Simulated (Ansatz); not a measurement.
# Zr(0001) with 2 thermally displaced layers, 2x2: scattering by thermal displacements

How much do lattice vibrations at 80 K scatter the electrons of Zr? Layers with random displacements are laid between perfect leads, and the resistance is followed against their length. The measured value for the pure metal at this temperature is 6.64 µΩ cm (CRC Handbook of Chemistry and Physics, 84th ed., 2003, Electrical Resistivity of Pure Metals).

Calculated with Ansatz 0.2.0; Ansatz plane-wave DFT, PBE, PAW files; ballistic transport by layer matching (Landauer), zero bias; PAW set soft_1.

Most raw output is cut from this account.

## 1. The structure

The cell holds 48 atoms: 48 Zr. Its edges and angles: a = 6.464 Å, b = 6.464 Å, c = 30.882 Å, α = 90.0°, β = 90.0°, γ = 120.0°. It derives from Zr. Regions: lead, 40 atoms (40 Zr); scattering region, 8 atoms (8 Zr). The structure is stacked along c, and the current runs across the ab planes.

## 2. With 2 displaced layers

Each atom of 2 layers is moved at random, by amounts drawn from a normal law 0.0447 Å wide in each direction from the Debye model (291 K) at 80 K. The layers about the cell's end stay perfect and serve as the lead. Disorder leaves little or no symmetry, which makes such runs dear. Energies from -0.05 to 0.05 eV in steps of 0.05 eV are too few for the program's thermal sum, so it prints no conductance; for a metal the transmission near the Fermi level serves, at a fraction of the cost.

input.yaml reads:

```yaml
crystal:
  lattice:
    - [6.464, 0.0, 0.0]
    - [-3.232, 5.5979882101, 0.0]
    - [0.0, 0.0, 30.882]
  atoms:
    - { symbol: Zr, position: [0.1666666667, 0.3333333333, 0.0416666667] }
    - { symbol: Zr, position: [0.1666666667, 0.8333333333, 0.0416666667] }
    - { symbol: Zr, position: [0.6666666667, 0.3333333333, 0.0416666667] }
    - { symbol: Zr, position: [0.6666666667, 0.8333333333, 0.0416666667] }
    - { symbol: Zr, position: [0.3333333333, 0.1666666667, 0.125] }
    - { symbol: Zr, position: [0.3333333333, 0.6666666667, 0.125] }
    - { symbol: Zr, position: [0.8333333333, 0.1666666667, 0.125] }
    - { symbol: Zr, position: [0.8333333333, 0.6666666667, 0.125] }
[... 36 atom lines left out ...]
    - { symbol: Zr, position: [0.3333333333, 0.1666666667, 0.9583333333] }
    - { symbol: Zr, position: [0.3333333333, 0.6666666667, 0.9583333333] }
    - { symbol: Zr, position: [0.8333333333, 0.1666666667, 0.9583333333] }
    - { symbol: Zr, position: [0.8333333333, 0.6666666667, 0.9583333333] }
kpoints:
  mp_grid: { grid: [4, 4, 1] }
hamiltonian:
  xc: pbe
  pseudopotentials: { kind: paw, azcp: { folder: soft_1 } }
scf:
  occupations: { method: fermi_dirac, width: 0.1 }
output:
  transmission: { leads: [[0, 8]], kmesh: [8, 8], e_range: [-0.05, 0.05], de: 0.05 }
  write_potential: true
  write_density: true
  volumetric_format: npy
  elf: true
```

Run with:

```console
$ ansatz run input.yaml --threads 4 --pin off --max-ram 15360MiB --backend cpu --events-out ev --progress --plain --runs-dir out
```

Elapsed: 4.9 min, on 4 threads of Intel Xeon 6975P-C (Granite Rapids), shared host; peak memory 7.4 GiB.

Numbers from this step:

```
free energy                                    : -200825.9567 eV
energy at zero smearing                        : -200825.0865 eV
Fermi energy                                   : 13.96 eV
cell area                                      : 36.19 Å²
transmission per spin nearest the Fermi level  : 2.550
open channels per spin nearest the Fermi level : 2.625
step of the lead's potential                   : 3.7 meV
```

Per spin. The transmission, zone mean by energy, zero at the Fermi level:

```
energy (eV)  transmission, zone mean
    -0.0500                     2.75
     0.0000                     2.55
     0.0500                     2.68
```

Per spin. Open channels, zone mean, lead against energy, zero at the Fermi level:

```
energy (eV)  open channels, zone mean, lead
    -0.0500                            2.81
     0.0000                            2.62
     0.0500                            2.84
```

Transmission over k1 and k2. At 0.0000 eV from the Fermi level.

Ten even steps from '0' (0.00) to '9' (3.93):
```
59999444
59555954
49544594
99540459
44954459
54595559
54449999
95449445
```
Columns: k1 (b1) from -0.5 to 0.375; rows upwards: k2 (b2) from -0.5 to 0.375.

Open channels over k1 and k2. At 0.0000 eV from the Fermi level.

Ten even steps from '_' (0.00) to '@' (4.00):
```
++@@@@@@@@++++++
++@@++++++@@++++
++@@++++++++@@++
@@@@++++__++++@@
++++@@++++++++@@
++++++@@++++++@@
++++++++@@@@@@@@
@@++++++@@++++++
```
Columns: k1 (b1) from -0.5 to 0.375; rows upwards: k2 (b2) from -0.5 to 0.375.

ELF in the ca plane at fractional y = 0.166, with atoms of Zr within 0.2 Å of it. It is the smooth field of the valence electrons, not physical close to the nuclei.

Values, 9 rows by 16 columns, each cell a mean:
```
0.28 0.62 0.40 0.35 0.34 0.29 0.60 0.50 0.30 0.29 0.32 0.49 0.56 0.30 0.33 0.35
0.40 0.56 0.56 0.52 0.62 0.40 0.60 0.59 0.47 0.62 0.45 0.60 0.59 0.40 0.62 0.52
0.25 0.50 0.31 0.28 0.26 0.26 0.42 0.33 0.28 0.26 0.28 0.38 0.43 0.26 0.26 0.28
0.32 0.23 0.33 0.23 0.36 0.27 0.27 0.31 0.24 0.32 0.25 0.30 0.27 0.27 0.37 0.23
0.25 0.37 0.27 0.24 0.23 0.25 0.33 0.30 0.24 0.21 0.25 0.30 0.33 0.25 0.23 0.24
0.38 0.60 0.53 0.49 0.56 0.38 0.61 0.59 0.41 0.56 0.39 0.59 0.61 0.39 0.56 0.49
0.32 0.65 0.47 0.42 0.44 0.33 0.60 0.56 0.37 0.46 0.35 0.56 0.61 0.34 0.44 0.41
0.27 0.27 0.26 0.22 0.28 0.27 0.26 0.27 0.23 0.27 0.24 0.25 0.26 0.25 0.28 0.23
0.29 0.22 0.29 0.22 0.32 0.26 0.24 0.27 0.23 0.37 0.25 0.26 0.25 0.26 0.32 0.22
```
Columns run along c (16.0 Å, from fractional 0.24 to 0.76 of the cell), rows up along a (6.5 Å). Atoms in or near the plane, at fractional coordinates: Zr at (0.29, 0.33), Zr at (0.29, 0.83), Zr at (0.46, 0.33), Zr at (0.46, 0.85), Zr at (0.62, 0.33), Zr at (0.62, 0.83).

Valence density in the ca plane at fractional y = 0.166, with atoms of Zr within 0.2 Å of it. It is the smooth field of the valence electrons, not physical close to the nuclei.

Ten even steps from '0' (0.1 e/Å³) to '9' (4.1 e/Å³), each cell a mean:
```
00013310000000000243100000000001231000000000
00169840000000001699510000000004896100000000
00389961000000002899710000000016998300000000
00269941000000001588410000000014996200000000
00024310000000000133100000000001342000000000
00000000000000000000000000000000000000000000
00000000000110000000000001100000000000011000
00000000000110000000000000000000000000001000
00001100000000000011000000000000110000000000
00136520000000000366300000000002563100000000
00279951000000001699720000000015997200000000
00289951000000001699720000000016998200000000
00147630000000000377410000000003674100000000
00011100000000000011000000000000121000000000
00000000000110000000000000000000000000001000
00000000000110000000000001100000000000011000
00000000000000000000000001100000000000000000
```
Columns run along c (16.0 Å, from fractional 0.24 to 0.76 of the cell), rows up along a (6.5 Å). Atoms in or near the plane, at fractional coordinates: Zr at (0.29, 0.33), Zr at (0.29, 0.83), Zr at (0.46, 0.33), Zr at (0.46, 0.85), Zr at (0.62, 0.33), Zr at (0.62, 0.83).

Electrostatic potential energy in the ca plane at fractional y = 0.166, with atoms of Zr within 0.2 Å of it. With pseudopotentials it is smooth inside the atoms' cores, unlike the true potential.

Ten even steps from '0' (-45 eV) to '9' (16 eV), each cell a mean:
```
99854478999999998533689998899987445899999999
98510037999999996100269999999973001689999999
98400026999999985000169999999962000489999999
98510037999999996200279999999973001589999999
99753368999999998644689999999986335799999999
99987889998778999888999988889998878999877899
99999999997668999999999987789999999999866789
99999999998678999999999987789999999999876789
99876689998889999866799998899998767899988899
99731258999999998421479999999985213799999999
98510027999999996100159999999962001589999999
98400026999999996100158999999962000489999999
99631148999999997411379999999984113699999999
99875679999889999766789998899997657899988899
99999999998678999999999987789999999999876789
99999999997668999999999976679999999999866789
99988899998778999888899987789999888999877899
```
Columns run along c (16.0 Å, from fractional 0.24 to 0.76 of the cell; values clipped at the 3rd and 97th percentile), rows up along a (6.5 Å). Atoms in or near the plane, at fractional coordinates: Zr at (0.29, 0.33), Zr at (0.29, 0.83), Zr at (0.46, 0.33), Zr at (0.46, 0.85), Zr at (0.62, 0.33), Zr at (0.62, 0.83).

Over the solved energies the transmission per spin lies between 2.55 and 2.75, out of 2.76 channels of the lead on average (up to 2.84).

## 3. With 6 displaced layers

Each atom of 6 layers is moved at random, by amounts drawn from a normal law 0.0447 Å wide in each direction from the Debye model (291 K) at 80 K. A fresh draw is used; the growth of the resistance with length is what counts.

System of this step: Zr(0001) with 6 thermally displaced layers, 2x2. The cell holds 64 atoms: 64 Zr. Its edges and angles: a = 6.464 Å, b = 6.464 Å, c = 41.176 Å, α = 90.0°, β = 90.0°, γ = 120.0°. It derives from Zr. Regions: lead, 40 atoms (40 Zr); scattering region, 24 atoms (24 Zr). The structure is stacked along c, and the current runs across the ab planes.

input.yaml reads:

```yaml
crystal:
  lattice:
    - [6.464, 0.0, 0.0]
    - [-3.232, 5.5979882101, 0.0]
    - [0.0, 0.0, 41.176]
  atoms:
    - { symbol: Zr, position: [0.1666666667, 0.3333333333, 0.03125] }
    - { symbol: Zr, position: [0.1666666667, 0.8333333333, 0.03125] }
    - { symbol: Zr, position: [0.6666666667, 0.3333333333, 0.03125] }
    - { symbol: Zr, position: [0.6666666667, 0.8333333333, 0.03125] }
    - { symbol: Zr, position: [0.3333333333, 0.1666666667, 0.09375] }
    - { symbol: Zr, position: [0.3333333333, 0.6666666667, 0.09375] }
    - { symbol: Zr, position: [0.8333333333, 0.1666666667, 0.09375] }
    - { symbol: Zr, position: [0.8333333333, 0.6666666667, 0.09375] }
[... 52 atom lines left out ...]
    - { symbol: Zr, position: [0.3333333333, 0.1666666667, 0.96875] }
    - { symbol: Zr, position: [0.3333333333, 0.6666666667, 0.96875] }
    - { symbol: Zr, position: [0.8333333333, 0.1666666667, 0.96875] }
    - { symbol: Zr, position: [0.8333333333, 0.6666666667, 0.96875] }
kpoints:
  mp_grid: { grid: [4, 4, 1] }
hamiltonian:
  xc: pbe
  pseudopotentials: { kind: paw, azcp: { folder: soft_1 } }
scf:
  occupations: { method: fermi_dirac, width: 0.1 }
output:
  transmission: { leads: [[0, 8]], kmesh: [8, 8], e_range: [-0.05, 0.05], de: 0.05 }
  write_potential: true
  write_density: true
  volumetric_format: npy
```

It took 6.9 min on 4 threads; peak memory 12 GiB; 26 min of CPU time.

This step gave:

- free energy: -267767.7531 eV
- energy at zero smearing: -267766.6267 eV
- transmission per spin nearest the Fermi level: 2.235
- step of the lead's potential: 2.2 meV

Per spin. Transmission, zone mean against energy, zero at the Fermi level:

```
energy (eV)  transmission, zone mean
    -0.0500                     2.46
     0.0000                     2.23
     0.0500                     2.34
```

Over the solved energies the transmission per spin lies between 2.23 and 2.46, out of 2.76 channels of the lead on average (up to 2.84).

## 4. With 10 displaced layers

Each atom of 10 layers is moved at random, by amounts drawn from a normal law 0.0447 Å wide in each direction from the Debye model (291 K) at 80 K. A fresh draw is used; the growth of the resistance with length is what counts.

System of this step: Zr(0001) with 10 thermally displaced layers, 2x2. The cell holds 80 atoms: 80 Zr. Its edges and angles: a = 6.464 Å, b = 6.464 Å, c = 51.470 Å, α = 90.0°, β = 90.0°, γ = 120.0°. It derives from Zr. Regions: lead, 40 atoms (40 Zr); scattering region, 40 atoms (40 Zr). The structure is stacked along c, and the current runs across the ab planes.

input.yaml reads:

```yaml
crystal:
  lattice:
    - [6.464, 0.0, 0.0]
    - [-3.232, 5.5979882101, 0.0]
    - [0.0, 0.0, 51.47]
  atoms:
    - { symbol: Zr, position: [0.1666666667, 0.3333333333, 0.025] }
    - { symbol: Zr, position: [0.1666666667, 0.8333333333, 0.025] }
    - { symbol: Zr, position: [0.6666666667, 0.3333333333, 0.025] }
    - { symbol: Zr, position: [0.6666666667, 0.8333333333, 0.025] }
    - { symbol: Zr, position: [0.3333333333, 0.1666666667, 0.075] }
    - { symbol: Zr, position: [0.3333333333, 0.6666666667, 0.075] }
    - { symbol: Zr, position: [0.8333333333, 0.1666666667, 0.075] }
    - { symbol: Zr, position: [0.8333333333, 0.6666666667, 0.075] }
[... 68 atom lines left out ...]
    - { symbol: Zr, position: [0.3333333333, 0.1666666667, 0.975] }
    - { symbol: Zr, position: [0.3333333333, 0.6666666667, 0.975] }
    - { symbol: Zr, position: [0.8333333333, 0.1666666667, 0.975] }
    - { symbol: Zr, position: [0.8333333333, 0.6666666667, 0.975] }
kpoints:
  mp_grid: { grid: [4, 4, 1] }
hamiltonian:
  xc: pbe
  pseudopotentials: { kind: paw, azcp: { folder: soft_1 } }
scf:
  occupations: { method: fermi_dirac, width: 0.1 }
output:
  transmission: { leads: [[0, 8]], kmesh: [8, 8], e_range: [-0.05, 0.05], de: 0.05 }
  write_potential: true
  write_density: true
  volumetric_format: npy
```

Wall time 11 min (4 threads); peak memory 8.8 GiB.

This step gave:

| Quantity | Value |
| --- | --- |
| free energy | -334709.5105 eV |
| energy at zero smearing | -334708.1013 eV |
| Fermi energy | 13.95 eV |
| transmission per spin nearest the Fermi level | 2.033 |
| step of the lead's potential | 5.8 meV |

Per spin. Table of transmission, zone mean by energy, zero at the Fermi level:

```
energy (eV)  transmission, zone mean
    -0.0500                     2.29
     0.0000                     2.03
     0.0500                     2.12
```

Over the solved energies the transmission per spin lies between 2.03 and 2.29, out of 2.76 channels of the lead on average (up to 2.84).

## 5. The fit

This step: Ansatz plane-wave DFT, PBE, PAW files; ballistic transport by layer matching (Landauer), zero bias; resistivity from the slope of the area resistance; PAW set soft_1 (Ansatz 0.2.0).

This step gave:

| Item | Value |
| --- | --- |
| resistivity | 20.47 µΩ cm |
| intercept | -0.03337 fΩ m² |
| scatter about the fit | 0.01116 fΩ m² |

Resistance, by row:

```
run  length (Å)      T  channels N  RA (fΩ m²)
 n2       5.147   2.66        2.76     0.06411
 n6       15.44  2.346        2.76      0.2985
n10       25.73  2.145        2.76      0.4856
```

The area resistance by length of the displaced region:

```
length of the displaced region (Å)  area resistance (fΩ m²)
                              5.15                   0.0641
                             15.44                    0.299
                             25.73                    0.486
```

The area resistance goes from 0.064 to 0.49 fΩ m² between 5.1 and 25.7 Å, a slope of 20 µΩ cm.

By hand from the end points: (0.4856 − 0.06411) fΩ m² / (25.73 − 5.15) Å = 20 µΩ cm, since 1 fΩ m² per Å is 1000 µΩ cm.

## 6. What came out

| Property | Result |
| --- | --- |
| resistivity from the slope | 20.5 µΩ cm |
| area resistance over 5.15 Å | 0.0641 fΩ m² |
| area resistance over 15.4 Å | 0.299 fΩ m² |
| area resistance over 25.7 Å | 0.486 fΩ m² |

In words: The slope gives 20 µΩ cm. The points scatter by 0.011 fΩ m² about the line, with one random draw a length in a 2x2 cell, so the slope is a rough value. The mean square of the displacements drawn is 0.73, 0.99 and 0.93 of the nominal one at the three lengths; with each resistance scaled back by that, the slope is 21 µΩ cm, the value used below. The current runs along the hexagonal axis, while the measured value below is not for that direction. Read with a model of isotropic scattering on a spherical Fermi surface and the lead's 0.59×10¹⁵ S/m², this slope means a mean free path near 66 Å; over these lengths the model's slope is 1.11 times its bulk resistivity, which would be 19 µΩ cm. This far under the Debye temperature the model doesn't describe a real metal: frozen displacements count zero-point motion as scattering and turn electrons through all angles, while in the metal the short-wave phonons freeze out. The measured value is 6.64 µΩ cm (CRC Handbook of Chemistry and Physics, 84th ed., 2003, Electrical Resistivity of Pure Metals); the scaled slope is 3.2 times that and the corrected value 2.9: clearly high.

[Logs are printed without paths, hosts, clocks, repeated set-up lines and the standing remarks that a program may print on its own settings, such as how far it seeks lower states.]

[Hosts, paths, dates, database ids (printed as entryN), source tags and the programs' standing remarks are cut or masked in the printed files.]
